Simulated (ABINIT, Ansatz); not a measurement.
## InF3 (R-3c): one start, several treatments of the self-energy

Aim: compare treatments of exchange, screening and correlation for the gap of InF3 (R-3c).

Main program and level: ABINIT 10.8.3; LDA and many-body steps on it, plane waves.

## 1. The starting structure

The structure is trigonal, space group R-3c (No. 167). The conventional cell has a = 5.204 Å, b = 5.204 Å, c = 14.723 Å, α = 90.00°, β = 90.00°, γ = 120.00°. Nearest to In lie 6 F at 2.08 Å. Nearest to F lie 2 In at 2.08 Å. Farther neighbours and most contacts between anions are not listed.

The cell and positions are those that the Materials Project relaxed with its own functionals (PBE, PBE+U or r2SCAN), kept fixed.

## 2. Empty states on the mesh, 4×4×4 mesh, 267 bands

This step: ABINIT 10.8.3; DFT, LDA, plane waves, norm-conserving pseudopotentials.

The sums over transitions need many empty states on a uniform mesh; this step solves for them.

The input, run.abi:

```
acell 3*1.0 Angstrom
rprim 
  2.602141182914 1.502346912402 4.907506134507
  -2.602141182914 1.502346912402 4.907506134507
  0.000000000000 -3.004693824873 4.907506134486
ntypat 2
znucl 49 9
natom 8
typat 1 1 2 2 2 2 2 2
xred 
  0.500000000000 0.500000000000 0.500000000000
  -0.000000000000 0.000000000000 0.000000000000
  0.395709220000 0.750000000000 0.104290780000
  0.750000000000 0.104290780000 0.395709220000
  0.895709220000 0.604290780000 0.250000000000
  0.250000000000 0.895709220000 0.604290780000
  0.604290780000 0.250000000000 0.895709220000
  0.104290780000 0.395709220000 0.750000000000
pp_dirpath "pseudos"
pseudos "In.upf, F.upf"
ecut 36
ngkpt 4 4 4
nshiftk 1
shiftk 0 0 0
kptopt 1
chksymbreak 0
iscf -2
irdden 1
istwfk *1
nband 267
nbdbuf 24
tolwfr 1e-09
nstep 60
prtvol 0
indata_prefix "in"
outdata_prefix "out"
tmpdata_prefix "tmp"
```

Started as:

```console
OMP_NUM_THREADS=1 mpirun -n 8 abinit run.abi > log
```

Numbers of over 12 decimals in the logs are rounded to 6 here.

The program printed:

```text
.Version 10.8.3 of ABINIT. v10.8.2 released Aug 2026.

 Symmetries : space group R-3 c (#167); Bravais hR (rhombohedral)
[... echo of the input left out ...]
== DATASET  1 ==================================================================
-   mpi_nproc: 8, omp_nthreads: 1 (-1 if OMP is not activated)
-    --> not optimal distribution: autoparal keyword recommended in input file <--

--- !DatasetInfo
iteration_state: {dtset: 1, }
dimensions: {natom: 8, nkpt: 13, mband: 267, nsppol: 1, nspinor: 1, nspden: 1, mpw: 8026, }
cutoff_energies: {ecut:  36.0, pawecutdg:  -1.0, }
[...]
3.06793    3.09174    3.12515    3.12515    3.12979    3.13551    3.16029    3.16029
   3.16314    3.16750    3.19665    3.19921    3.19927    3.20207    3.20213    3.21999
   3.22057    3.22628    3.27380
 prteigrs : prtvol=0 or 1, do not print more k-points.

== END DATASET(S) ==============================================================
================================================================================

 -outvars: echo values of variables after computation  --------
            nband         267
             nkpt          13
          spgroup         167
 [... the other variables as echoed above ...]

 Calculation completed.
```

Wall time 3.6 min (8 MPI ranks of Arm Neoverse V1, shared host); peak memory 1.1 GiB.

Numbers from this step:

```yaml
gap: 4.010 eV
k_of_the_valence_top: 0.5, 0.5, 0
k_of_the_conduction_bottom: 0, 0, 0
least_direct_gap: 4.042 eV
k_points_computed: 13
lowest_point_of_the_top_converged_band_above_the_valence_top: 82.1049 eV
```

On this mesh the gap is 4.010 eV.

The density comes from a self-consistent run that is not shown.

## 3. Screening, 4×4×4 mesh, 124 bands, screening to 114.3 eV

The RPA dielectric matrix is built and inverted for each q.

This step: RPA screening on LDA, plane waves, norm-conserving pseudopotentials.

Edit run.abi of step 2 so:

```diff
@@ -26,10 +26,11 @@
 chksymbreak 0
-iscf -2
-irdden 1
 istwfk *1
-nband 267
-nbdbuf 24
-tolwfr 1e-09
-nstep 60
-prtvol 0
+occopt 1
+irdwfk 1
+optdriver 3
+nband 124
+ecuteps 4.2
+inclvkb 2
+awtr 1
+symchi 1
 indata_prefix "in"
```

The program printed:

```text
.Version 10.8.3 of ABINIT. v10.8.2 released Aug 2026.

 Symmetries : space group R-3 c (#167); Bravais hR (rhombohedral)
[... echo of the input left out ...]
== DATASET  1 ==================================================================
-   mpi_nproc: 8, omp_nthreads: 1 (-1 if OMP is not activated)

--- !DatasetInfo
iteration_state: {dtset: 1, }
dimensions: {natom: 8, nkpt: 13, mband: 124, nsppol: 1, nspinor: 1, nspden: 1, mpw: 8026, }
cutoff_energies: {ecut:  36.0, pawecutdg:  -1.0, }
electrons: {nelect:   8.40000000E+01, charge:   0.00000000E+00, occopt:   1.00000000E+00, tsmear:   1.00000000E-02, }

 SCREENING: Calculation of the susceptibility and dielectric matrices

 Based on a program developped by R.W. Godby, V. Olevano, G. Onida, and L. Reining.
 Incorporated in ABINIT by V. Olevano, G.-M. Rignanese, and M. Torrent.
.Using double precision arithmetic ; gwpc =  8

[... cell and pseudopotentials left out ...]
--------------------------------------------------------------------------------

 ==== K-mesh for the wavefunctions ====
 Number of points in the irreducible wedge :    13
[... list of points left out ...]
 Together with 12 symmetry operations and time-reversal symmetry
 yields    64 points in the full Brillouin Zone.

 ==== Q-mesh for the screening function ====
 Number of points in the irreducible wedge :    13
[... list of points left out ...]
 Together with 12 symmetry operations and time-reversal symmetry
 yields    64 points in the full Brillouin Zone.

 setmesh: FFT mesh size selected  =    40x   40x   40
          total number of points  =        64000

 vcoul_init : cutoff-mode = AUXILIARY_FUNCTION
 q-points for optical limit:   1
     1)      0.000010    0.000020    0.000030

- screening: taking advantage of time-reversal symmetry
- Maximum band index for partially occupied states nbvw = 42
- Remaining bands to be divided among processors   nbcw = 82
- Number of bands treated by each node ~10

 Number of electrons calculated from density =   84.0000; Expected =   84.0000
 average of density, n =  0.108136
 r_s =    1.3021
 omega_plasma =   31.7205 [eV]

 calculating chi0 at frequencies [eV] :
  1    0.000000E+00    0.000000E+00
  2    0.000000E+00    3.172052E+01

--------------------------------------------------------------------------------
  q-point number  1        q = ( 0.000000, 0.000000, 0.000000) [r.l.u.]
--------------------------------------------------------------------------------
[... chi0 elements left out ...]
 For q-point:  0.000010 0.000020 0.000030
  dielectric constant =   2.3880
  dielectric constant without local fields =   2.4898

  Average fulfillment of the sum rule on Im[epsilon] for q-point    1 :     33.10  [%]
[... wings left out ...]
  q-point number  2        q = ( 0.250000, 0.000000, 0.000000) [r.l.u.]
--------------------------------------------------------------------------------
[... chi0 elements left out ...]
  Average fulfillment of the sum rule on Im[epsilon] for q-point    2 :     42.76  [%]

 [... 11 further q-points ...]
```

Elapsed: 5.2 min, on 8 MPI ranks; peak memory 7 GiB.

This step gave:

```yaml
eps_infinity_with_local_fields_on_this_mesh_along_the_program_s_q_direction: 2.388
the_same_without_local_fields: 2.490
plasma_frequency: 31.72 eV
plane_waves_in_the_screening_matrix: 327
```

Local fields lower ε∞ by 4 %.

## 4. G0W0, Godby-Needs plasmon pole

The self-energy is evaluated for the states that the input lists, and the levels follow from it, in one-shot runs by the linearised quasiparticle equation.

This step: G0W0 on LDA, plane waves, norm-conserving pseudopotentials.

Edit run.abi of step 3 so:

```diff
@@ -29,8 +29,17 @@
 irdwfk 1
-optdriver 3
+optdriver 4
 nband 124
+gwcalctyp 0
+ecutsigx 36
+symsigma 1
+nkptgw 2
+kptgw 
+  0.5000000000 0.5000000000 0.0000000000
+  0.0000000000 0.0000000000 0.0000000000
+bdgw 
+  41 44
+  41 44
 ecuteps 4.2
-inclvkb 2
-awtr 1
-symchi 1
+irdscr 1
+ppmodel 1
 indata_prefix "in"
```

The program printed:

```text
.Version 10.8.3 of ABINIT. v10.8.2 released Aug 2026.

 Symmetries : space group R-3 c (#167); Bravais hR (rhombohedral)
[... echo of the input left out ...]
== DATASET  1 ==================================================================
-   mpi_nproc: 8, omp_nthreads: 1 (-1 if OMP is not activated)

--- !DatasetInfo
iteration_state: {dtset: 1, }
dimensions: {natom: 8, nkpt: 13, mband: 124, nsppol: 1, nspinor: 1, nspden: 1, mpw: 8026, }
cutoff_energies: {ecut:  36.0, pawecutdg:  -1.0, }
electrons: {nelect:   8.40000000E+01, charge:   0.00000000E+00, occopt:   1.00000000E+00, tsmear:   1.00000000E-02, }

 SIGMA: Calculation of the GW corrections

 Based on a program developped by R.W. Godby, V. Olevano, G. Onida, and L. Reining.
 Incorporated in ABINIT by V. Olevano, G.-M. Rignanese, and M. Torrent.
.Using double precision arithmetic ; gwpc =  8

[... cell and pseudopotentials left out ...]
--------------------------------------------------------------------------------

 ==== K-mesh for the wavefunctions ====
 Number of points in the irreducible wedge :    13
[... list of points left out ...]
 Together with 12 symmetry operations and time-reversal symmetry
 yields    64 points in the full Brillouin Zone.

 ==== Q-mesh for screening function ====
 Number of points in the irreducible wedge :    13
[... list of points left out ...]
 Together with 12 symmetry operations and time-reversal symmetry
 yields    64 points in the full Brillouin Zone.

 vcoul_init : cutoff-mode = AUXILIARY_FUNCTION
 q-points for optical limit:   1
     1)      0.000010    0.000020    0.000030
 setmesh: FFT mesh size selected  =    60x   60x   60
          total number of points  =       216000

 Number of electrons calculated from density =   84.0000; Expected =   84.0000
 average of density, n =  0.108136
 r_s =    1.3021
 omega_plasma =   31.7205 [eV]

 === KS Band Gaps ===
  >>>> For spin  1
   Minimum direct gap =   4.0423 [eV], located at k-point      :   0.0000  0.0000  0.0000
   Fundamental gap    =   4.0104 [eV], Top of valence bands at :   0.5000  0.5000  0.0000
                                       Bottom of conduction at :   0.0000  0.0000  0.0000
 SIGMA fundamental parameters:
 PLASMON POLE MODEL  1
 number of plane-waves for SigmaX                 7987
 number of plane-waves for SigmaC and W            327
 number of plane-waves for wavefunctions          7987
 number of bands                                   124
 number of independent spin polarizations            1
 number of spinorial components                      1
 number of k-points in IBZ                          13
 number of q-points in IBZ                          13
 number of symmetry operations                      12
 number of k-points in BZ                           64
 number of q-points in BZ                           64
 number of frequencies for dSigma/dE                 9
 frequency step for dSigma/dE [eV]                0.25
 number of omega for Sigma on real axis              0
 max omega for Sigma on real axis  [eV]           0.00
 zcut for avoiding poles [eV]                     0.10

 EPSILON^-1 parameters (SCR file):
 dimension of the eps^-1 matrix on file            327
 dimension of the eps^-1 matrix used               327
 number of plane-waves for wavefunctions          7987
 number of bands                                   124
 number of q-points in IBZ                          13
 number of frequencies                               2
 number of real frequencies                          1
 number of imag frequencies                          1

 matrix elements of self-energy operator (all in [eV])

 Perturbative Calculation

--- !SelfEnergy_ee
iteration_state: {dtset: 1, }
kpoint     : [   0.500,    0.500,    0.000, ]
spin       : 1
KS_gap     :    6.537
QP_gap     :   10.871
Delta_QP_KS:    4.335
data: !SigmaeeData |
     Band     E0 <VxcDFT>   SigX SigC(E0)      Z dSigC/dE  Sig(E)    E-E0       E
       41  -1.177 -23.605 -30.878   5.283   0.806  -0.241 -25.209  -1.604  -2.781
       42  -1.024 -22.915 -30.810   5.689   0.799  -0.252 -24.677  -1.762  -2.786
       43   5.512 -18.194 -12.844  -2.339   0.854  -0.170 -15.621   2.573   8.085
       44   7.061 -19.119 -13.049  -2.620   0.847  -0.181 -16.197   2.922   9.983

--- !SelfEnergy_ee
iteration_state: {dtset: 1, }
kpoint     : [   0.000,    0.000,    0.000, ]
spin       : 1
KS_gap     :    4.042
QP_gap     :    7.881
Delta_QP_KS:    3.839
data: !SigmaeeData |
     Band     E0 <VxcDFT>   SigX SigC(E0)      Z dSigC/dE  Sig(E)    E-E0       E
       41  -1.056 -22.752 -30.714   5.727   0.798  -0.253 -24.536  -1.784  -2.840
       42  -1.056 -22.752 -30.714   5.727   0.798  -0.253 -24.536  -1.784  -2.840
       43   2.986 -15.001 -10.317  -2.322   0.870  -0.149 -12.945   2.055   5.041
       44   8.395 -19.924 -13.242  -2.862   0.839  -0.192 -16.719   3.205  11.600

== END DATASET(S) ==============================================================
================================================================================

 -outvars: echo values of variables after computation  --------
           etotal      0.0000000000E+00
            nband         124
             nkpt          13
          spgroup         167
 [... the other variables as echoed above ...]

 Calculation completed.
```

It took 20 s on 8 MPI ranks; peak memory 4.2 GiB.

Numbers from this step:

```
G0W0 gap on the points computed              : 7.822 eV
starting gap on the mesh                     : 4.010 eV
k of the valence top                         : 0.5, 0.5, 0
k of the conduction bottom                   : 0, 0, 0
Z at the valence top                         : 0.806
Z at the conduction bottom                   : 0.87
least direct G0W0 gap on the computed points : 7.881 eV
```

The gap on the mesh goes from 4.01 eV to 7.82 eV, a correction of +3.81 eV.

## 5. G0W0, Engel-Farid plasmon pole

Edit run.abi of step 4 so:

```diff
@@ -43,3 +43,3 @@
 irdscr 1
-ppmodel 1
+ppmodel 4
 indata_prefix "in"
```

The program printed:

```text
.Version 10.8.3 of ABINIT. v10.8.2 released Aug 2026.

 Symmetries : space group R-3 c (#167); Bravais hR (rhombohedral)
[... echo of the input left out ...]
== DATASET  1 ==================================================================
-   mpi_nproc: 8, omp_nthreads: 1 (-1 if OMP is not activated)

--- !DatasetInfo
iteration_state: {dtset: 1, }
dimensions: {natom: 8, nkpt: 13, mband: 124, nsppol: 1, nspinor: 1, nspden: 1, mpw: 8026, }
cutoff_energies: {ecut:  36.0, pawecutdg:  -1.0, }
electrons: {nelect:   8.40000000E+01, charge:   0.00000000E+00, occopt:   1.00000000E+00, tsmear:   1.00000000E-02, }

 SIGMA: Calculation of the GW corrections

 Based on a program developped by R.W. Godby, V. Olevano, G. Onida, and L. Reining.
 Incorporated in ABINIT by V. Olevano, G.-M. Rignanese, and M. Torrent.
.Using double precision arithmetic ; gwpc =  8

[... cell and pseudopotentials left out ...]
--------------------------------------------------------------------------------

 ==== K-mesh for the wavefunctions ====
 Number of points in the irreducible wedge :    13
[... list of points left out ...]
 Together with 12 symmetry operations and time-reversal symmetry
 yields    64 points in the full Brillouin Zone.

 ==== Q-mesh for screening function ====
 Number of points in the irreducible wedge :    13
[... list of points left out ...]
 Together with 12 symmetry operations and time-reversal symmetry
 yields    64 points in the full Brillouin Zone.

 vcoul_init : cutoff-mode = AUXILIARY_FUNCTION
 q-points for optical limit:   1
     1)      0.000010    0.000020    0.000030
 setmesh: FFT mesh size selected  =    60x   60x   60
          total number of points  =       216000

 Number of electrons calculated from density =   84.0000; Expected =   84.0000
[...]
number of omega for Sigma on real axis              0
 max omega for Sigma on real axis  [eV]           0.00
 zcut for avoiding poles [eV]                     0.10

 EPSILON^-1 parameters (SCR file):
 dimension of the eps^-1 matrix on file            327
 dimension of the eps^-1 matrix used               327
 number of plane-waves for wavefunctions          7987
 number of bands                                   124
 number of q-points in IBZ                          13
 number of frequencies                               2
 number of real frequencies                          1
 number of imag frequencies                          1

 matrix elements of self-energy operator (all in [eV])

 Perturbative Calculation

--- !SelfEnergy_ee
iteration_state: {dtset: 1, }
kpoint     : [   0.500,    0.500,    0.000, ]
spin       : 1
KS_gap     :    6.537
QP_gap     :   10.920
Delta_QP_KS:    4.384
data: !SigmaeeData |
     Band     E0 <VxcDFT>   SigX SigC(E0)      Z dSigC/dE  Sig(E)    E-E0       E
       41  -1.177 -23.605 -30.878   5.315   0.826  -0.211 -25.222  -1.617  -2.793
       42  -1.024 -22.915 -30.810   5.704   0.820  -0.219 -24.713  -1.798  -2.822
       43   5.512 -18.194 -12.844  -2.372   0.868  -0.152 -15.608   2.586   8.098
[...]
--- !SelfEnergy_ee
iteration_state: {dtset: 1, }
kpoint     : [   0.000,    0.000,    0.000, ]
spin       : 1
KS_gap     :    4.042
QP_gap     :    7.870
Delta_QP_KS:    3.827
data: !SigmaeeData |
     Band     E0 <VxcDFT>   SigX SigC(E0)      Z dSigC/dE  Sig(E)    E-E0       E
[...]
43   2.986 -15.001 -10.317  -2.416   0.884  -0.131 -12.996   2.005   4.990
       44   8.395 -19.924 -13.242  -2.846   0.854  -0.171 -16.647   3.277  11.672

== END DATASET(S) ==============================================================
================================================================================

 -outvars: echo values of variables after computation  --------
           etotal      0.0000000000E+00
            nband         124
             nkpt          13
          spgroup         167
 [... the other variables as echoed above ...]

 Calculation completed.
```

Wall time 13 s (8 MPI ranks); peak memory 3.8 GiB; 1.7 min of CPU time.

This step gave:

```yaml
g0w0_gap_on_the_points_computed: 7.783 eV
starting_gap_on_the_mesh: 4.010 eV
k_of_the_valence_top: 0.5, 0.5, 0
k_of_the_conduction_bottom: 0, 0, 0
z_at_the_valence_top: 0.826
z_at_the_conduction_bottom: 0.884
least_direct_g0w0_gap_on_the_computed_points: 7.869 eV
```

Against G0W0 in ABINIT (4×4×4 mesh, 124 bands, screening to 114.3 eV, Godby-Needs plasmon pole), the gap moves by −0.039 eV.

## 6. G0W0, Hybertsen-Louie plasmon pole

Edit run.abi of step 5 so:

```diff
@@ -43,3 +43,3 @@
 irdscr 1
-ppmodel 4
+ppmodel 2
 indata_prefix "in"
```

The program printed:

```text
.Version 10.8.3 of ABINIT. v10.8.2 released Aug 2026.

 Symmetries : space group R-3 c (#167); Bravais hR (rhombohedral)
[... echo of the input left out ...]
== DATASET  1 ==================================================================
-   mpi_nproc: 8, omp_nthreads: 1 (-1 if OMP is not activated)

--- !DatasetInfo
iteration_state: {dtset: 1, }
dimensions: {natom: 8, nkpt: 13, mband: 124, nsppol: 1, nspinor: 1, nspden: 1, mpw: 8026, }
cutoff_energies: {ecut:  36.0, pawecutdg:  -1.0, }
[...]
Band     E0 <VxcDFT>   SigX SigC(E0)      Z dSigC/dE  Sig(E)    E-E0       E
[...]
43   2.986 -15.001 -10.317  -2.689   0.918  -0.089 -13.170   1.831   4.817
       44   8.395 -19.924 -13.242  -2.978   0.905  -0.104 -16.570   3.354  11.749

== END DATASET(S) ==============================================================
================================================================================

 -outvars: echo values of variables after computation  --------
           etotal      0.0000000000E+00
            nband         124
             nkpt          13
          spgroup         167
 [... the other variables as echoed above ...]

 Calculation completed.
```

Run time: 19 s. Hardware: 8 MPI ranks; peak memory 3.3 GiB; 2.5 min of CPU time.

This step gave:

| Quantity | Value |
| --- | --- |
| G0W0 gap on the points computed | 8.308 eV |
| starting gap on the mesh | 4.010 eV |
| k of the valence top | 0.5, 0.5, 0 |
| k of the conduction bottom | 0, 0, 0 |
| least direct G0W0 gap on the computed points | 8.552 eV |

Against G0W0 in ABINIT (4×4×4 mesh, 124 bands, screening to 114.3 eV, Godby-Needs plasmon pole), the gap moves by +0.486 eV.

[end of part 1 of 2]

[Paths, hosts, dates, memory and timing lines, banners, echoed tables and standing remarks are left out of the program output.]

[Logs are printed without paths, hosts, clocks, repeated set-up lines and the standing remarks that a program may print on its own settings, such as how far it seeks lower states.]

[Runs of the session that timed out or met a known fault of the program may be left out.]

[Hosts, paths, dates, database ids (printed as entryN), source tags and the programs' standing remarks are cut or masked in the printed files.]

[G0W0 gaps are taken among the corrected bands and points alone; a level outside them can change the order at an edge.]

[Where Ansatz stands beside ABINIT at settings called matched, ABINIT's density can come from a denser mesh and the files from another edition; pairs whose starting gaps differed by over 0.03 eV were left out, so agreement reads better than it is.]
